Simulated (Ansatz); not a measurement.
Whose spectrum is this?

Method: Ansatz, PBE, independent particles, with spin-orbit coupling, line width 0.1 eV (Gaussian); metals get a typed carrier damping. The response is along the first axis of the cell.

| E (eV) | Im ε |
| --- | --- |
| 0.50 | 105.34 |
| 1.00 | 19.46 |
| 1.50 | 5.81 |
| 2.00 | 10.01 |
| 2.50 | 8.39 |
| 3.00 | 8.38 |
| 3.50 | 9.69 |
| 4.00 | 7.27 |
| 4.50 | 5.83 |
| 5.00 | 5.55 |
| 5.50 | 4.98 |
| 6.00 | 4.37 |
| 6.50 | 4.13 |
| 7.00 | 3.98 |
| 7.50 | 3.67 |
| 8.00 | 3.29 |
| 8.50 | 3.40 |
| 9.00 | 3.16 |
| 9.50 | 2.87 |
| 10.00 | 2.69 |
| 10.50 | 2.58 |
| 11.00 | 2.54 |
| 11.50 | 2.56 |
| 12.00 | 2.61 |
| 12.50 | 2.53 |
| 13.00 | 2.40 |
| 13.50 | 2.39 |
| 14.00 | 2.16 |
| 14.50 | 2.08 |
| 15.00 | 1.98 |
| 15.50 | 1.87 |
| 16.00 | 1.76 |

**Question.** Which of these systems gave the spectrum?
A. CuAu (P4/mmm)
B. CdSe (F-43m)
C. InP (F-43m)

**Answer.** A. CuAu (P4/mmm): a metal, with a Drude term, main peak of the conductivity above 1 eV at 3.47 eV. The others: InP (F-43m), least direct gap 0.69 eV, ε∞ = 11.40 along the first axis, strongest peak along the first axis at 4.30 eV; CdSe (F-43m), least direct gap 0.43 eV, ε∞ = 8.45 along the first axis, strongest peak along the first axis at 5.14 eV.
